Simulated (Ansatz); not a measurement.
Rows from a G0W0 calculation on Si3H4C3 (hydrogen-terminated (110) film, 3 layers) (Ansatz 0.2.0; G0W0 on LDA, plane waves, PAW; PAW set soft_1; 6×4×1 mesh, 678 empty bands, screening to 75 eV, PAW set soft_1 files), in eV. Spin-orbit coupling is left out.

```
row      Σx     Σc     Vxc     Z
  A  -17.25   2.34  -13.72  0.79
  B   -6.01  -3.43  -10.53  0.83
  C  -18.60   1.98  -16.05  0.79
  D   -6.30  -3.55  -10.97  0.82
  E   -4.06  -2.75   -7.77  0.86
  F   -7.03  -3.63  -11.82  0.82
```

Which rows are filled states and which are empty ones, and how can one tell?

Filled: A and C. Empty: B, D, E and F. The sign of Σc tells: for a filled state bare exchange, which holds its interaction with itself, lies below Vxc (Σx − Vxc is -2.5 eV or lower here) and screening gives part back as a positive Σc. For an empty state Σx lies above Vxc (+3.7 eV or more) and the Coulomb hole leaves Σc negative.

[Paths, hosts, dates, memory and timing lines, banners, echoed tables and standing remarks are left out of the program output.]

[Logs are printed without paths, hosts, clocks, repeated set-up lines and the standing remarks that a program may print on its own settings, such as how far it seeks lower states.]

[Runs of the session that timed out or met a known fault of the program may be left out.]

[Cells called generated may have been cut or substituted from an entry of the Crystallography Open Database or the Materials Project.]

[Hosts, paths, dates, database ids (printed as entryN), source tags and the programs' standing remarks are cut or masked in the printed files.]
